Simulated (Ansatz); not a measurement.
System: CsPbCl3 (Pm-3m).

It takes space group Pm-3m (No. 221, cubic). Conventional cell: a = 5.605 Å, b = 5.605 Å, c = 5.605 Å, α = 90.00°, β = 90.00°, γ = 90.00°. Nearest to Cs lie 12 Cl at 3.96 Å. Nearest to Pb lie 6 Cl at 2.80 Å. Cl has 2 Pb at 2.80 Å and 4 Cs at 3.96 Å nearest. Farther neighbours and most contacts between anions are not listed.

```
Cs Pb Cl
1.0
     5.60500    0.00000    0.00000
     0.00000    5.60500    0.00000
     0.00000    0.00000    5.60500
Cs Pb Cl
1 1 3
Direct
  0.00000 0.00000 0.00000
  0.50000 0.50000 0.50000
  0.50000 0.50000 0.00000
  0.00000 0.50000 0.50000
  0.50000 0.00000 0.50000
```

The cell and positions come from the Crystallography Open Database and are kept as given unless a step says otherwise. Spin-orbit coupling is left out unless a run names it. PAW set soft_2, made with PBE.

Gaps computed with Ansatz 0.2.0 without a self-energy: LDA 1.73 eV, PBE 1.93 eV, PBE+SOC 0.70 eV and PBE0 3.25 eV. The mean ε∞ by PBE perturbation theory is 3.94.

Question: What gap should G0W0 on PBE give (4×4×4 mesh, 965 empty bands, screening to 180 eV, default PAW files)?

About 3.26 eV: on its mesh the run moves the gap from 1.93 eV by +1.33 eV. Among the scalar-relativistic levels given, PBE0 is nearest (−0.01 eV). One-shot corrections scale roughly with one over ε∞, here 0.25. Spin-orbit coupling is not in that value; its −1.23 eV at the PBE level would bring it to about 2.03 eV. Bands and cutoff are finite, so the gap is not at the basis limit. The miss can reach some tenths of an eV and take either sign; the mesh is an error of its own. Where an edge is built on 6p states of lead, bismuth or thallium, scalar-relativistic gaps usually stand too wide, by a few tenths to over one eV. This is the ideal cubic cell; many perovskites, halides above all, are cubic only on average, and local tilts or off-centring can widen the gap. The many-body steps are scalar-relativistic: spin-orbit coupling is not in them.

[Paths, hosts, dates, memory and timing lines, banners, echoed tables and standing remarks are left out of the program output.]

[Logs are printed without paths, hosts, clocks, repeated set-up lines and the standing remarks that a program may print on its own settings, such as how far it seeks lower states.]

[Runs of the session that timed out or met a known fault of the program may be left out.]

[Cells called generated may have been cut or substituted from an entry of the Crystallography Open Database or the Materials Project.]

[Hosts, paths, dates, database ids (printed as entryN), source tags and the programs' standing remarks are cut or masked in the printed files.]
